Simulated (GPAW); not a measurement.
**Screening of a field by W2C(OH)2 MXene monolayer**

Wanted: the out-of-plane polarisability of W2C(OH)2 MXene monolayer.

Method: GPAW, PAW setups; layer in a repeated cell with vacuum, relaxation of atoms and in-plane cell, in the first sound run; inputs show where later runs differ, in GPAW 26.7.0.

### 1. The starting structure

The cell holds 7 atoms: 2 H, 2 O, 2 W and 1 C. Its edges and angles: a = 3.125 Å, b = 3.125 Å, c = 24.644 Å, α = 90.0°, β = 90.0°, γ = 120.0°. Vacuum lies along c.

### 2. Relaxing the atoms

The atoms are relaxed first, since the surface dipole, and with it the work function, follows the positions of the outer layers.

Input file run.py:

```python
import json
import numpy as np
from ase import Atoms
from ase.filters import FrechetCellFilter
from ase.optimize import BFGS
from gpaw import GPAW, PW

slab = Atoms(
    ['H', 'O', 'W', 'C', 'W', 'O', 'H'],
    positions=[
        [-0.00000, 1.80446, 9.00000],
        [-0.00000, 1.80446, 9.98000],
        [1.56270, 0.90223, 11.08899],
        [0.00000, 0.00000, 12.32220],
        [-0.00000, 1.80446, 13.55540],
        [1.56270, 0.90223, 14.66439],
        [1.56270, 0.90223, 15.64439]],
    cell=[[3.12541, 0.0, 0.0], [-1.5627, 2.70668, 0.0], [0.0, 0.0, 24.6444]],
    pbc=[True, True, True])

slab.calc = GPAW(mode=PW(600), xc='PBE', kpts={'size': (12, 12, 1), 'gamma': True},
                 occupations={'name': 'fermi-dirac', 'width': 0.05}, nbands='160%',
                 convergence={'density': 1e-05}, maxiter=200,
                 symmetry={'tolerance': 1e-3}, txt='slab.txt')
result = {}
# The in-plane cell is free; stress needs a cell that repeats along all three vectors
path = []
opt = BFGS(FrechetCellFilter(slab, mask=[1, 1, 0, 0, 0, 1]), maxstep=0.2)
opt.attach(lambda: path.append((slab.get_potential_energy(), slab.positions.tolist(), slab.get_forces().tolist())))
result['relaxed'] = bool(opt.run(fmax=0.02, steps=45))
result['path'] = path
result['cell'] = slab.cell.tolist()
print('in-plane lattice', slab.cell.cellpar().round(4)[[0, 1, 5]])
energy = slab.get_potential_energy()
fermi = slab.calc.get_fermi_level()
v = slab.calc.get_electrostatic_potential().mean((0, 1)) - fermi
n = slab.calc.get_pseudo_density().mean((0, 1))
L = slab.cell[2, 2]
z = np.arange(len(v)) * L / len(v)
low, high = slab.positions[:, 2].min(), slab.positions[:, 2].max()
below, above = np.interp([low - 6.8, high + 6.8], z, v)
slopes = [np.interp(x, z, np.gradient(v, z)) for x in (low - 6.8, high + 6.8)]
eps = np.array([[slab.calc.get_eigenvalues(k, s) for k in range(len(slab.calc.get_ibz_k_points()))]
                for s in range(slab.calc.get_number_of_spins())]) - fermi
top, bottom = eps[eps < 0].max(), eps[eps > 0].min()
dipole = slab.get_dipole_moment()[2]
print(f'energy {energy:.4f} eV, Fermi level {fermi:.4f} eV, dipole {dipole:.5f} e A')
print(f'potential 6.8 A off the faces, from the Fermi level: lower {below:.4f} eV, upper {above:.4f} eV')
print(f'slope of the potential there: lower {slopes[0]:.5f}, upper {slopes[1]:.5f} eV/A')
print(f'nearest levels on the mesh: {top:.4f} and {bottom:.4f} eV')
print('magnetic moment', round(slab.get_magnetic_moment(), 3))
result.update(energy=energy, fermi=fermi, dipole=dipole, below=below, above=above, slopes=slopes, edges=[top, bottom],
              z=z.tolist(), v=v.tolist(), n=n.tolist(), positions=slab.positions.tolist(),
              forces=slab.get_forces(apply_constraint=False).tolist(), moments=slab.get_magnetic_moments().tolist())
json.dump(result, open('result.json', 'w'))
```

Started as:

```sh
OMP_NUM_THREADS=1 OPENBLAS_NUM_THREADS=1 python run.py
```

What it wrote:

```text
Step          Energy          fmax
BFGS:    0      -50.728703        3.877861
BFGS:    1      -51.189546        2.761210
BFGS:    2      -52.136351        1.029662
BFGS:    3      -51.970220        3.405107
BFGS:    4      -52.194649        0.652620
BFGS:    5      -52.211879        0.599482
BFGS:    6      -52.325260        0.346018
BFGS:    7      -52.337084        0.288189
BFGS:    8      -52.358804        0.418098
BFGS:    9      -52.386579        0.649695
BFGS:   10      -52.476932        1.057079
BFGS:   11      -52.517621        0.937933
BFGS:   12      -52.536192        0.555355
BFGS:   13      -52.544357        0.150186
BFGS:   14      -52.545948        0.008036
in-plane lattice [  3.2862   3.2862 120.    ]
energy -52.5358 eV, Fermi level 1.5804 eV, dipole -0.00005 e A
potential 6.8 A off the faces, from the Fermi level: lower 2.1526 eV, upper 2.1531 eV
slope of the potential there: lower -0.00058, upper 0.00036 eV/A
nearest levels on the mesh: -0.0333 and 0.0159 eV
magnetic moment 0.0
```

Elapsed: 15 min, on 1 thread of Intel Xeon 6975P-C (Granite Rapids), shared host; peak memory 0.75 GiB.

This step gave:

```yaml
dipole_along_the_normal: -4.82e-5 e·Å
levels_nearest_the_fermi_level_on_the_mesh: -0.03327, 0.01590 eV from the Fermi level
```

The electrostatic potential energy of an electron (without an applied field's), less the Fermi level, planar mean oscillates, so the rows of the table below give means over windows of 1 Å about each position, cut where the curve ends. Its maxima inside the range that stand out by 2 % of the span (Å: eV): 9.4: -0.271, 10.5: -6.41, 12.1: -15.0, 12.6: -15.0, 14.2: -6.40, 15.2: -0.269. Its minima: 9.1: -1.11, 10.1: -9.76, 11.4: -23.4, 12.3: -16.3, 13.3: -23.4, 14.5: -9.76, 15.6: -1.11.

Table of electrostatic potential energy of an electron (without an applied field's), less the Fermi level, planar mean by z; means over each step:

```
z (Å)  electrostatic potential energy of an electron (without an applied field's), less the Fermi level, planar mean (eV)
    0                                                                                                                2.15
    1                                                                                                                2.15
    2                                                                                                                2.15
    3                                                                                                                2.15
    4                                                                                                                2.15
    5                                                                                                                2.14
    6                                                                                                                2.09
    7                                                                                                                1.94
    8                                                                                                                1.39
    9                                                                                                              -0.334
   10                                                                                                               -6.25
   11                                                                                                               -15.8
   12                                                                                                               -17.1
   13                                                                                                               -19.5
   14                                                                                                               -10.5
   15                                                                                                               -3.72
   16                                                                                                               0.224
   17                                                                                                                1.67
   18                                                                                                                2.02
   19                                                                                                                2.12
   20                                                                                                                2.14
   21                                                                                                                2.15
   22                                                                                                                2.15
   23                                                                                                                2.15
   24                                                                                                                2.15
```

The pseudo valence density, planar mean oscillates, so the rows of the table below give means over windows of 1.41 Å about each position, cut where the curve ends. Its maxima inside the range that stand out by 2 % of the span (Å: e/Å³): 10.0: 0.816, 11.4: 1.46, 13.2: 1.46, 14.6: 0.816. Its minima: 10.7: 0.497, 12.3: 0.757, 13.9: 0.497.

The pseudo valence density, planar mean by z; means over each step:

```
z (Å)  pseudo valence density, planar mean (e/Å³)
 3.52                                      2.1e-5
 4.93                                      1.5e-4
 6.34                                      8.9e-4
 7.75                                     0.00665
 9.16                                       0.215
10.57                                       0.748
11.98                                       0.977
13.39                                       0.983
14.80                                       0.515
16.21                                      0.0404
17.62                                     0.00200
19.03                                      3.6e-4
20.44                                      5.6e-5
```

The relaxation lowered the energy of the cell by 1.83 eV (energies extrapolated to zero smearing; the optimiser's log prints free energies). The largest force left on a free atom is 0.0080 eV/Å.

### 3. The slab's potential

With the geometry fixed, the planar mean of the potential gives the vacuum level on each side.

This step: GPAW, PAW setups; slab in vacuum (GPAW 26.7.0).

The cell differs from the one that the last finished run ended in (c 24.644 → 24.488 Å).

Input file run.py:

```python
import json
import numpy as np
from ase import Atoms
from gpaw import GPAW, PW

slab = Atoms(
    ['H', 'O', 'W', 'C', 'W', 'O', 'H'],
    positions=[
        [-0.00000, 1.89730, 9.00000],
        [-0.00000, 1.89730, 9.97852],
        [1.64310, 0.94865, 11.29956],
        [-0.00000, 0.00000, 12.24418],
        [-0.00000, 1.89730, 13.18880],
        [1.64310, 0.94865, 14.50984],
        [1.64310, 0.94865, 15.48836]],
    cell=[[3.28621, -0.0, 0.0], [-1.6431, 2.84594, 0.0], [0.0, 0.0, 24.4884]],
    pbc=[True, True, False])

slab.calc = GPAW(mode=PW(500), xc='PBE', kpts={'size': (12, 12, 1), 'gamma': True},
                 occupations={'name': 'fermi-dirac', 'width': 0.05}, nbands='160%',
                 convergence={'density': 1e-05}, maxiter=200,
                 poissonsolver={'dipolelayer': 'xy'},
                 symmetry={'tolerance': 1e-3}, txt='slab.txt')
result = {}
energy = slab.get_potential_energy()
fermi = slab.calc.get_fermi_level()
v = slab.calc.get_electrostatic_potential().mean((0, 1)) - fermi
n = slab.calc.get_pseudo_density().mean((0, 1))
L = slab.cell[2, 2]
z = np.arange(len(v)) * L / len(v)
low, high = slab.positions[:, 2].min(), slab.positions[:, 2].max()
below, above = np.interp([low - 6.8, high + 6.8], z, v)
slopes = [np.interp(x, z, np.gradient(v, z)) for x in (low - 6.8, high + 6.8)]
eps = np.array([[slab.calc.get_eigenvalues(k, s) for k in range(len(slab.calc.get_ibz_k_points()))]
                for s in range(slab.calc.get_number_of_spins())]) - fermi
top, bottom = eps[eps < 0].max(), eps[eps > 0].min()
dipole = slab.get_dipole_moment()[2]
print(f'energy {energy:.4f} eV, Fermi level {fermi:.4f} eV, dipole {dipole:.5f} e A')
print(f'potential 6.8 A off the faces, from the Fermi level: lower {below:.4f} eV, upper {above:.4f} eV')
print(f'slope of the potential there: lower {slopes[0]:.5f}, upper {slopes[1]:.5f} eV/A')
print(f'nearest levels on the mesh: {top:.4f} and {bottom:.4f} eV')
print('magnetic moment', round(slab.get_magnetic_moment(), 3))
result.update(energy=energy, fermi=fermi, dipole=dipole, below=below, above=above, slopes=slopes, edges=[top, bottom],
              z=z.tolist(), v=v.tolist(), n=n.tolist(), positions=slab.positions.tolist(),
              forces=slab.get_forces(apply_constraint=False).tolist(), moments=slab.get_magnetic_moments().tolist())
json.dump(result, open('result.json', 'w'))
```

What it wrote:

```text
energy -51.8306 eV, Fermi level 1.5947 eV, dipole -0.00056 e A
potential 6.8 A off the faces, from the Fermi level: lower 2.1612 eV, upper 2.1735 eV
slope of the potential there: lower -0.00001, upper 0.00001 eV/A
nearest levels on the mesh: -0.0347 and 0.0158 eV
magnetic moment 0.0
```

Run time: 58 s. Hardware: 1 thread; peak memory 0.3 GiB.

Numbers from this step:

```yaml
dipole_along_the_normal: -5.60e-4 e·Å
levels_nearest_the_fermi_level_on_the_mesh: -0.03466, 0.01579 eV from the Fermi level
upper_work_function: 2.174 eV
lower_work_function: 2.161 eV
```

The electrostatic potential energy of an electron (without an applied field's), less the Fermi level, planar mean oscillates, so the rows of the table below give means over windows of 1 Å about each position, cut where the curve ends. Its maxima inside the range that stand out by 2 % of the span (Å: eV): 9.3: -0.266, 10.4: -6.47, 12.0: -14.9, 12.5: -14.9, 14.1: -6.47, 15.2: -0.254. Its minima: 9.0: -1.11, 10.0: -9.78, 11.3: -23.5, 12.2: -16.3, 13.2: -23.5, 14.4: -9.77, 15.5: -1.10.

Table of electrostatic potential energy of an electron (without an applied field's), less the Fermi level, planar mean by z; means over each step:

```
z (Å)  electrostatic potential energy of an electron (without an applied field's), less the Fermi level, planar mean (eV)
    0                                                                                                                2.16
    1                                                                                                                2.16
    2                                                                                                                2.16
    3                                                                                                                2.16
    4                                                                                                                2.16
    5                                                                                                                2.14
    6                                                                                                                2.10
    7                                                                                                                1.92
    8                                                                                                                1.31
    9                                                                                                              -0.464
   10                                                                                                               -6.72
   11                                                                                                               -17.0
   12                                                                                                               -16.6
   13                                                                                                               -19.8
   14                                                                                                               -9.79
   15                                                                                                               -3.04
   16                                                                                                               0.423
   17                                                                                                                1.73
   18                                                                                                                2.05
   19                                                                                                                2.14
   20                                                                                                                2.17
   21                                                                                                                2.17
   22                                                                                                                2.17
   23                                                                                                                2.17
   24                                                                                                                2.17
```

The pseudo valence density, planar mean oscillates, so the rows of the table below give means over windows of 1.34 Å about each position, cut where the curve ends. Its maxima inside the range that stand out by 2 % of the span (Å: e/Å³): 9.9: 0.810, 11.3: 1.47, 13.2: 1.47, 14.5: 0.810. Its minima: 10.5: 0.486, 12.2: 0.756, 14.0: 0.486.

Pseudo valence density, planar mean against z; means over each step:

```
z (Å)  pseudo valence density, planar mean (e/Å³)
 4.69                                      1.2e-4
 6.03                                      6.7e-4
 7.37                                     0.00361
 8.71                                      0.0906
10.05                                       0.589
11.39                                        1.05
12.73                                        1.03
14.07                                       0.700
15.41                                       0.205
16.75                                     0.00734
18.09                                     0.00104
19.43                                      2.0e-4
20.77                                      3.2e-5
```

Force by atom:

```
atom  x (eV/Å)  y (eV/Å)  z (eV/Å)    size
  H1    0.0000    0.0000   -0.0940  0.0940
  O2    0.0000    0.0000    0.0705  0.0705
  W3    0.0000    0.0000    0.0057  0.0057
  C4    0.0000    0.0000    0.0000  0.0000
  W5    0.0000    0.0000   -0.0057  0.0057
  O6    0.0000    0.0000   -0.0705  0.0705
  H7    0.0000    0.0000    0.0940  0.0940
```

The potential is flat to 1.2e-5 eV/Å where it is read, so the vacuum is wide enough.

[end of part 1 of 3]

[Logs are printed without paths, hosts, clocks, repeated set-up lines and the standing remarks that a program may print on its own settings, such as how far it seeks lower states.]

[Hosts, paths, dates, database ids (printed as entryN), source tags and the programs' standing remarks are cut or masked in the printed files.]
